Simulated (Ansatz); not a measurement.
# La on Cu(100): change of the work function, part 3 of 3

Wanted: Δφ(θ) for La/Cu(100), starting from the hollow site.

Ansatz 0.2.0; plane-wave DFT, PBE, Ansatz PAW.

So far, work function, upper face (eV): step 2 (the clean slab) 4.57; step 3 (37 atoms, coverage 0.111 ML, cell 3x3) 2.40.

**4. Adsorbate added, k-mesh 6×6×1, coverage 0.25 ML**

System of this step: La/Cu(100). The cell holds 17 atoms: 16 Cu and 1 La. Its edges and angles: a = 5.105 Å, b = 5.105 Å, c = 26.407 Å, α = 90.0°, β = 90.0°, γ = 90.0°. Vacuum lies along c.

Another coverage, to see how the dipoles act on each other as their distance changes.

File input.yaml:

```yaml
crystal:
  lattice:
    - [5.1053109602, 0.0, 0.0]
    - [0.0, 5.1053109602, 0.0]
    - [0.0, 0.0, 26.4069398202]
  atoms:
    - { symbol: Cu, position: [0.25, 0.25, 0.340819499] }
    - { symbol: Cu, position: [0.0, 0.0, 0.409172743] }
    - { symbol: Cu, position: [0.25, 0.25, 0.4787124146] }
    - { symbol: Cu, position: [0.0, 0.0, 0.5459916804] }
    - { symbol: Cu, position: [0.25, 0.75, 0.340819499] }
    - { symbol: Cu, position: [0.0, 0.5, 0.409172743] }
    - { symbol: Cu, position: [0.25, 0.75, 0.4787124146] }
    - { symbol: Cu, position: [0.0, 0.5, 0.5459916804] }
    - { symbol: Cu, position: [0.75, 0.25, 0.340819499] }
    - { symbol: Cu, position: [0.5, 0.0, 0.409172743] }
    - { symbol: Cu, position: [0.75, 0.25, 0.4787124146] }
    - { symbol: Cu, position: [0.5, 0.0, 0.5459916804] }
    - { symbol: Cu, position: [0.75, 0.75, 0.340819499] }
    - { symbol: Cu, position: [0.5, 0.5, 0.409172743] }
    - { symbol: Cu, position: [0.75, 0.75, 0.4787124146] }
    - { symbol: Cu, position: [0.5, 0.5, 0.5459916804] }
    - { symbol: La, position: [0.25, 0.25, 0.659180501] }
kpoints:
  mp_grid: { grid: [6, 6, 1] }
hamiltonian:
  xc: pbe
scf:
  occupations: { method: fermi_dirac, width: 0.1 }
  convergence: { dr2_threshold: 1.0e-08 }
efield:
  axis: 3
  dipole_correction: true
  ramp_position: 0.97
  ramp_width: 0.06
relax:
  f_tol: 0.02
  max_steps: 60
  constraints: [{ sites: [0, 1, 4, 5, 8, 9, 12, 13] }]
output:
  dos: { projected: true, e_range: [-8, 4] }
  write_potential: true
  write_density: true
  volumetric_format: npy
  elf: true
```

Launch:

```sh
ansatz run input.yaml --threads 4 --pin off --max-ram 16384MiB --backend cpu --events-out ev --progress --plain --runs-dir out
```

Numbers of over 12 decimals in the logs are rounded to 6 here.

The program printed:

```text
La: projections on atomic orbitals take those of the free atom [Kr 4d10] 4f0 5s2 5p6 5d1 6s2, of charge +0.00 (hamiltonian.pseudopotentials.projection_atoms); the dataset's partial waves leave at most 1.9e-5 of an orbital's norm unspanned inside its sphere
[...]
Crystal: 17 atoms, lattice volume = 688.276 Å³
Basis set: ecut = 420 eV, 13409 PW (Γ), exchange–correlation on 72×72×360 points (8 copies of the dense FFT grid, shifted against one another)
Bands: 189, of which v1, the nominal top of the filled ones, is band 158 counted from 1 (157 counted from 0)
Symmetry: 8 space group operations
[...]
k-points: 10 of 36
[...]
SCF iter   1: F=—  HF=-112247.511508 eV  |F-HF|=—  |Δ(HF+E_count)|=         —  Δρ=2.24e-2  dr2=2.30e1  ethr=1.77e-3  p=0.332 e·Å  D=8.74e-2 V/Å  ΔV_dip=-2.31 eV  dr2_dipole=9.12e0  V_vac-E_F(+/−)=2.40/4.71 eV  ⟨swp⟩=8.8  Hψ=7794  notcnv=0  defer=28
[...]
SCF iter  15: F=-112247.281557 eV  HF=-112247.281557 eV  |F-HF|=3.61e-8  |Δ(HF+E_count)|=   2.27e-7  Δρ=9.75e-7  dr2=9.73e-9  ethr=3.17e-12  p=0.252 e·Å  D=6.62e-2 V/Å  ΔV_dip=-1.75 eV  dr2_dipole=1.46e-9  V_vac-E_F(+/−)=2.82/4.57 eV  ⟨swp⟩=17.8  Hψ=15790  notcnv=0
SCF 1 converged in 15 iterations: F = -112247.281557 eV  dr2 = 9.73e-9
[...]
relax step   1: F+E_penalty+E_count = -112247.28155692 eV  Δ(F+E_penalty+E_count) = +0.000e0 eV  max|allowed force component| = 1.759e0 eV/Å  Δτ_max = 0.0000 Å  (15 SCF iters, accepted)
[...]
SCF iter  14: F=-112247.672815 eV  HF=-112247.672815 eV  |F-HF|=3.46e-8  |Δ(HF+E_count)|=   6.59e-8  Δρ=8.52e-7  dr2=6.10e-9  ethr=3.17e-12  p=0.257 e·Å  D=6.75e-2 V/Å  ΔV_dip=-1.78 eV  dr2_dipole=1.07e-10  V_vac-E_F(+/−)=2.78/4.56 eV  ⟨swp⟩=12.1  Hψ=14406  notcnv=0
SCF 2 converged in 14 iterations: F = -112247.672815 eV  dr2 = 6.10e-9
relax step   2: F+E_penalty+E_count = -112247.67281543 eV  Δ(F+E_penalty+E_count) = -3.913e-1 eV  max|allowed force component| = 1.736e0 eV/Å  Δτ_max = 0.1993 Å  (14 SCF iters, accepted)
SCF iter   1: F=—  HF=-112248.088357 eV  |F-HF|=—  |Δ(HF+E_count)|=         —  Δρ=3.69e-3  dr2=1.62e-1  ethr=6.05e-4  p=0.257 e·Å  D=6.75e-2 V/Å  ΔV_dip=-1.78 eV  dr2_dipole=2.06e-2  V_vac-E_F(+/−)=2.78/4.56 eV  ⟨swp⟩=5.6  Hψ=4560  notcnv=0  defer=57
[...]
SCF iter  14: F=-112248.060575 eV  HF=-112248.060575 eV  |F-HF|=4.17e-8  |Δ(HF+E_count)|=   2.86e-8  Δρ=1.16e-6  dr2=9.48e-9  ethr=3.17e-12  p=0.267 e·Å  D=7.02e-2 V/Å  ΔV_dip=-1.85 eV  dr2_dipole=3.85e-11  V_vac-E_F(+/−)=2.69/4.55 eV  ⟨swp⟩=12.1  Hψ=14654  notcnv=0
SCF 3 converged in 14 iterations: F = -112248.060575 eV  dr2 = 9.48e-9
relax step   3: F+E_penalty+E_count = -112248.06057529 eV  Δ(F+E_penalty+E_count) = -3.878e-1 eV  max|allowed force component| = 1.432e0 eV/Å  Δτ_max = 0.1961 Å  (14 SCF iters, accepted)
[...]
relax step   4: F+E_penalty+E_count = -112248.30569700 eV  Δ(F+E_penalty+E_count) = -2.451e-1 eV  max|allowed force component| = 7.113e-1 eV/Å  Δτ_max = 0.1993 Å  (14 SCF iters, accepted)
[...]
relax step   5: F+E_penalty+E_count = -112248.37309872 eV  Δ(F+E_penalty+E_count) = -6.740e-2 eV  max|allowed force component| = 2.104e-1 eV/Å  Δτ_max = 0.1946 Å  (13 SCF iters, accepted)
[...]
relax step   6: F+E_penalty+E_count = -112248.38255517 eV  Δ(F+E_penalty+E_count) = -9.456e-3 eV  max|allowed force component| = 8.751e-2 eV/Å  Δτ_max = 0.0562 Å  (13 SCF iters, accepted)
SCF iter   1: F=—  HF=-112248.385376 eV  |F-HF|=—  |Δ(HF+E_count)|=         —  Δρ=8.40e-4  dr2=4.47e-3  ethr=2.02e-5  p=0.287 e·Å  D=7.54e-2 V/Å  ΔV_dip=-1.99 eV  dr2_dipole=5.69e-4  V_vac-E_F(+/−)=2.54/4.54 eV  ⟨swp⟩=3.1  Hψ=3497  notcnv=0  defer=73
[...]
SCF iter  11: F=-112248.384288 eV  HF=-112248.384288 eV  |F-HF|=7.93e-9  |Δ(HF+E_count)|=   1.09e-8  Δρ=5.94e-7  dr2=2.36e-9  ethr=3.17e-12  p=0.287 e·Å  D=7.55e-2 V/Å  ΔV_dip=-1.99 eV  dr2_dipole=1.72e-10  V_vac-E_F(+/−)=2.54/4.54 eV  ⟨swp⟩=9.0  Hψ=12019  notcnv=0
SCF 7 converged in 11 iterations: F = -112248.384288 eV  dr2 = 2.36e-9
relax step   7: F+E_penalty+E_count = -112248.38428799 eV  Δ(F+E_penalty+E_count) = -1.733e-3 eV  max|allowed force component| = 1.547e-3 eV/Å  Δτ_max = 0.0182 Å  (11 SCF iters, accepted)
[...]
SCF converged after 11 iterations
Free energy (F): -112248.384288 eV
[...]
Internal energy: -112248.129022 eV  (E = F + TS)
E sigma→0 (E₀):  -112248.256655 eV
Entropy (-TS):   -0.255266 eV (-15.016 meV/atom)
Fermi energy:    2.951235 eV
Dipole field:    D = 0.075508 V/Å  (p = 0.287205 e·Å, saw-weighted, corrected)
Work function:   Φ+ = 2.5413 eV   Φ− = 4.5352 eV
[...]
--- Forces (eV/Å), atoms counted from 1 ---
  atom   1  Cu    -0.00000000     0.00000000     0.09876992
  atom   2  Cu     0.05754854     0.05754854    -0.11052882
  atom   3  Cu     0.00000000     0.00000000    -0.00122028
  atom   4  Cu     0.00067825     0.00067825    -0.00052704
  atom   5  Cu    -0.00000000     0.00000000     0.12906744
  atom   6  Cu     0.05754854    -0.05754854    -0.11052882
  atom   7  Cu    -0.00000000     0.00000000    -0.00106698
  atom   8  Cu     0.00067825    -0.00067825    -0.00052704
  atom   9  Cu     0.00000000     0.00000000     0.12906744
  atom  10  Cu    -0.05754854     0.05754854    -0.11052882
  atom  11  Cu     0.00000000     0.00000000    -0.00106698
  atom  12  Cu    -0.00067825     0.00067825    -0.00052704
  atom  13  Cu     0.00000000     0.00000000     0.09093950
  atom  14  Cu    -0.05754854    -0.05754854    -0.11052882
  atom  15  Cu    -0.00000000     0.00000000     0.00129141
  atom  16  Cu    -0.00067825    -0.00067825    -0.00052704
  atom  17  La    -0.00000000     0.00000000    -0.00154716
  max |Σ_I F_I| component: 1.09e-5 eV/Å
--- Band table (eV; the first three rows and the last of 10) ---
  k-point 0: bands = [... 154 lower, 2.4105, 2.4105, 2.7015, 2.7045, 2.9380, 2.9380, 3.0932, 3.5647, ... 27 higher]
  k-point 1: bands = [... 154 lower, 2.4306, 2.6619, 2.6757, 2.8621, 3.1950, 3.2130, 3.5483, 3.6092, ... 27 higher]
  k-point 2: bands = [... 154 lower, 2.5126, 2.9260, 3.0359, 3.2388, 3.3682, 3.6223, 3.6340, 3.7111, ... 27 higher]
  k-point 9: bands = [... 154 lower, 1.6224, 1.7202, 2.4811, 2.7975, 2.7975, 3.0438, 3.6470, 3.7205, ... 27 higher]
--- Relaxed structure (7 steps of the walk, 7 accepted, 0 SCFs on fresh bases) ---
  F+E_penalty+E_count = -112248.38428799 eV   max|allowed force component| = 1.547e-3 eV/Å
  atoms:
    - { symbol: Cu, position: [0.25, 0.25, 0.340819499] }
    - { symbol: Cu, position: [0.0, 0.0, 0.409172743] }
    - { symbol: Cu, position: [0.25, 0.25, 0.479629] }
    - { symbol: Cu, position: [-0.00540618, -0.00540618, 0.547886] }
    - { symbol: Cu, position: [0.25, 0.75, 0.340819499] }
    - { symbol: Cu, position: [0.0, 0.5, 0.409172743] }
    - { symbol: Cu, position: [0.25, 0.75, 0.478616] }
    - { symbol: Cu, position: [-0.00540618, 0.505406, 0.547886] }
    - { symbol: Cu, position: [0.75, 0.25, 0.340819499] }
    - { symbol: Cu, position: [0.5, 0.0, 0.409172743] }
    - { symbol: Cu, position: [0.75, 0.25, 0.478616] }
    - { symbol: Cu, position: [0.505406, -0.00540618, 0.547886] }
    - { symbol: Cu, position: [0.75, 0.75, 0.340819499] }
    - { symbol: Cu, position: [0.5, 0.5, 0.409172743] }
    - { symbol: Cu, position: [0.75, 0.75, 0.476932] }
    - { symbol: Cu, position: [0.505406, 0.505406, 0.547886] }
    - { symbol: La, position: [0.25, 0.25, 0.628899] }
```

Wall time 7.7 min (4 threads of Arm Neoverse V1, shared host); peak memory 3.3 GiB.

The steps of the relaxation:

```csv
step,energy less that of the first step (eV),largest force component (eV/Å)
1,0.0000,1.7588
2,-0.3913,1.7357
3,-0.7790,1.4324
4,-1.0241,0.7113
5,-1.0915,0.2104
6,-1.1010,0.0875
7,-1.1027,0.0015
```

Forces are held to the 8 operations that the run works with; a distortion that breaks them can't arise in this run.

The atoms that moved most (Å):

```csv
atom,dx,dy,dz,length
La17,0.000,0.000,-0.800,0.800
Cu16,0.028,0.028,0.050,0.063
Cu12,0.028,-0.028,0.050,0.063
Cu8,-0.028,0.028,0.050,0.063
Cu4,-0.028,-0.028,0.050,0.063
Cu15,0.000,0.000,-0.047,0.047
Cu3,0.000,0.000,0.024,0.024
```

The relaxed structure:

```
Cu La
1.0
     5.10531    0.00000    0.00000
     0.00000    5.10531    0.00000
     0.00000    0.00000   26.40694
Cu La
16 1
Cartesian
  1.2763 1.2763 9.0000
  0.0000 0.0000 10.8050
  1.2763 1.2763 12.6655
  -0.0276 -0.0276 14.4680
  1.2763 3.8290 9.0000
  0.0000 2.5527 10.8050
  1.2763 3.8290 12.6388
  -0.0276 2.5803 14.4680
  3.8290 1.2763 9.0000
  2.5527 0.0000 10.8050
  3.8290 1.2763 12.6388
  2.5803 -0.0276 14.4680
  3.8290 3.8290 9.0000
  2.5527 2.5527 10.8050
  3.8290 3.8290 12.5943
  2.5803 2.5803 14.4680
  1.2763 1.2763 16.6073
```

This step gave:

* energy at zero smearing: -112248.2567 eV
* work function, upper face: 2.541 eV
* work function, lower face: 4.535 eV
* dipole along the normal: 0.2872 e·Å
* step between the vacuum levels: -1.994 eV

Running mean over 1.805 Å of the planar mean; the ramp of the sawtooth is left out. Electron's electrostatic potential energy less the Fermi level against z:

z (Å), electron's electrostatic potential energy less the Fermi level (eV) and a bar from the least value:
```
      3.5       4.54 ##############################
      4.0       4.53 ##############################
      4.5       4.53 ##############################
      5.0       4.53 ##############################
      5.5       4.52 ##############################
      6.0       4.50 ##############################
      6.5       4.40 ##############################
      7.0       4.06 #############################
      7.5       2.69 ##########################
      8.0      -1.45 #################
      8.5      -6.19 ######
      9.0      -8.29 #
      9.5      -8.62 
     10.0      -8.72 
     10.5      -8.78 
     11.0      -8.75 
     11.5      -8.59 
     12.0      -8.58 
     12.5      -8.72 
     13.0      -8.67 
     13.5      -8.57 
     14.0      -8.65 
     14.5      -8.60 
     15.0      -7.07 ####
     15.5      -4.17 ##########
     16.0      -2.58 ##############
     16.5      -3.22 #############
     17.0      -3.01 #############
     17.5      -1.55 ################
     18.0       0.25 ####################
     18.5       1.52 #######################
     19.0       2.07 ########################
     19.5       2.33 #########################
     20.0       2.44 #########################
     20.5       2.50 #########################
     21.0       2.52 #########################
     21.5       2.53 #########################
     22.0       2.54 ##########################
     22.5       2.54 ##########################
     23.0       2.54 ##########################
```

The density of states has structure finer than the step of the table below, so its rows give means over 0.25 eV, whole bins alone (the curve runs from -8 to 1.98 eV). Peaks (eV: height): -3.010: 92.4, -2.950: 87.3, -2.830: 90.9, -2.470: 83.4, -1.770: 83.0, -1.680: 82.5, 0.810: 134.

Density of states against energy, zero at the Fermi level; means over each step:

```csv
energy (eV),density of states (states/eV a cell)
-7.75,1.15
-7.50,1.23
-7.25,1.32
-7.00,2.59
-6.75,2.91
-6.50,2.08
-6.25,2.58
-6.00,2.96
-5.75,3.93
-5.50,3.73
-5.25,5.17
-5.00,7.77
-4.75,12.4
-4.50,20.5
-4.25,24.4
-4.00,40.6
-3.75,30.5
-3.50,37.1
-3.25,49.3
-3.00,62.4
-2.75,54.6
-2.50,58.7
-2.25,60.8
-2.00,62.0
-1.75,69.7
-1.50,43.7
-1.25,10.9
-1.00,8.53
-0.75,5.66
-0.50,6.46
-0.25,8.81
0.00,7.25
0.25,7.56
0.50,10.1
0.75,50.4
1.00,20.9
1.25,10.9
1.50,6.63
1.75,6.78
```

Projected DOS per atom over height of the atomic layer and energy from the Fermi level. Layers: Cu4 Cu4 Cu4 Cu4 La from below.

Ten even steps from '_' (0.0 states/eV) to '@' (31.8 states/eV), each cell a mean:
```
__________
________..
________@@
________..
__________
__________
__________
..________
......____
..__....__
........__
______..__
__________
__________
__________
__________
__________
__________
__________
__________
__________
__________
```
Columns: height of the atomic layer (Å) from 9 to 16.6 (not evenly spaced); rows upwards: energy from the Fermi level (eV) from -7.96 to 1.95.

Electrostatic potential energy in the ca plane at fractional y = 0.250, with atoms of Cu and La within 0.2 Å of it. With pseudopotentials it is smooth inside the atoms' cores, unlike the true potential.

Values in eV, 8 rows by 16 columns, each cell a mean:
```
  5  -9  -1   3   1 -10   3   4   4   2   4   5   6   6   6   6
  1 -42 -18   5 -13 -44  -2   6   6   5   5   6   6   6   6   6
  3 -35 -14   5  -9 -37   0   6   6   5   5   6   6   6   6   6
  5  -1   2   3   3  -2   4   4   3   0   3   5   6   6   6   6
  5  -9  -1   3   1 -10   3   3 -10 -26  -3   4   6   6   6   6
  1 -42 -18   5 -12 -45  -2   4 -27 -35 -12   4   6   6   6   6
  3 -35 -14   5  -8 -38  -1   4 -24 -38 -10   4   6   6   6   6
  5  -1   2   3   3  -2   4   3  -4 -15  -1   5   6   6   6   6
```
Columns run along c (16.0 Å, from fractional 0.29 to 0.89 of the cell; values clipped at the 3rd and 97th percentile), rows up along a (5.1 Å). Atoms in or near the plane, at fractional coordinates: Cu at (0.34, 0.25), Cu at (0.48, 0.25), Cu at (0.34, 0.75), Cu at (0.48, 0.75), La at (0.63, 0.25).

Valence density in the ca plane at fractional y = 0.250, with atoms of Cu and La within 0.2 Å of it. It is the smooth field of the valence electrons, not physical close to the nuclei.

Ten steps, logarithmic in the rise over the least value, from '0' (0 e/Å³) to '9' (42 e/Å³), each cell a mean:
```
00011110010001111000000000000000000000000000
00134421000013442100000000000000000000000000
00269841000026984100000000000000000000000000
00279941000027994100000000000000000000000000
00147631000014763100000000000000000000000000
00012210000011221000000000000000000000000000
00001100011000110001000000000000000000000000
00011110010001111000000112210000000000000000
00134421000013442100001233321000000000000000
00269841000026984100001233331000000000000000
00279941000026995100001233332000000000000000
00147631000014763100001233321000000000000000
00012210000011221000001122210000000000000000
00001100011000110001100011100000000000000000
```
Columns run along c (16.0 Å, from fractional 0.29 to 0.89 of the cell), rows up along a (5.1 Å). Atoms in or near the plane, at fractional coordinates: Cu at (0.34, 0.25), Cu at (0.48, 0.25), Cu at (0.34, 0.75), Cu at (0.48, 0.75), La at (0.63, 0.25).

ELF in the ca plane at fractional y = 0.250, with atoms of Cu and La within 0.2 Å of it. It is the smooth field of the valence electrons, not physical close to the nuclei.

Ten even steps from '0' (0.00) to '9' (0.84), each cell a mean:
```
12222223222332222332333211110112211000000000
11122222222222322233333311001122211000000000
11237622222224762122233322111222211000000000
11249722222224972122233332112222211000000000
11124422222222432223333321111122211000000000
12222222222322222232333210000112211000000000
12222233222332223332333223321111211000000000
12222223222332222333332479974111111100000000
11122222222222222233323798997311111100000000
11237622222223762123324862598411111100000000
11249722222224973123224850398411111100000000
11124422222222442233323886898311111100000000
12222222222322222233333589995211111100000000
12222233222332223332333246642111211000000000
```
Columns run along c (16.0 Å, from fractional 0.29 to 0.89 of the cell), rows up along a (5.1 Å). Atoms in or near the plane, at fractional coordinates: Cu at (0.34, 0.25), Cu at (0.48, 0.25), Cu at (0.34, 0.75), Cu at (0.48, 0.75), La at (0.63, 0.25).

The relaxation took 7 steps and lowered the energy by 1.1 eV; the largest force on the free atoms ends at 0.0015 eV/Å.

By hand: a sheet of dipoles makes a step −p/(ε₀A) in the electron's potential. With e/ε₀ = 180.95 V·Å, p = 0.2872 e·Å and A = 26.06 Å², that is −180.95 × (0.2872) / 26.06 = -1.994 eV, and the two vacuum levels of the run differ by -1.994 eV.

The covered face has 2.54 eV, -2.03 eV against the clean one; the bare back face has moved by -0.05 eV, a measure of how thin the slab is.

**5. Work function against coverage**

This step: plane-wave DFT, PBE, Ansatz PAW; work function against coverage (Ansatz 0.2.0).

The runs are now put side by side.

Numbers from this step:

- work function of the clean face: 4.571 eV
- largest change of the work function: -2.171 eV

Table of work function of the covered face by coverage:

```csv
coverage (adsorbates/nm²),work function of the covered face (eV)
0.00,4.57
1.71,2.40
3.84,2.54
```

The dipole per adsorbate comes from the change of the cell's dipole. Coverage, by row:

```csv
coverage (1/nm²),coverage (ML),work function (eV),change (eV),"dipole per adsorbate, positive end outwards (debye)",mean height of the added atoms over the highest substrate atom (Å)
1.705,0.1111,2.4,-2.171,3.337,2.029
3.837,0.25,2.541,-2.029,1.372,2.139
```

**6. Summary of results**

| Property | Result |
| --- | --- |
| work function of the clean face | 4.57 eV |
| work function at 0.11 ML | 2.40 eV |
| work function at 0.25 ML | 2.54 eV |
| dipole per adsorbate at 0.11 ML, positive end outwards | 3.34 D |

La lowers the work function of Cu(100) at the lowest coverage, by 2.17 eV: the adsorbate layer has its positive end outwards. The slab has 4 layers, at the tabulated experimental lattice constant, one starting site was run, and quantum-size effects of a slab this thin can reach one or two tenths of an eV. The main runs have no spin polarisation; a magnetic state could lie lower and would change these results.

[Logs are printed without paths, hosts, clocks, repeated set-up lines and the standing remarks that a program may print on its own settings, such as how far it seeks lower states.]

[Hosts, paths, dates, database ids (printed as entryN), source tags and the programs' standing remarks are cut or masked in the printed files.]

[Maps of the electrostatic potential energy from Ansatz leave out the sawtooth potential of an applied field or a dipole correction, so their vacuum need not be flat; planar profiles and work functions include it.]

[The density of states shown here was stored with 400 of the rows of the run's finer table, so its peaks can read low, often by over a quarter, or be missed, and its means over a window can be off by a tenth or more.]
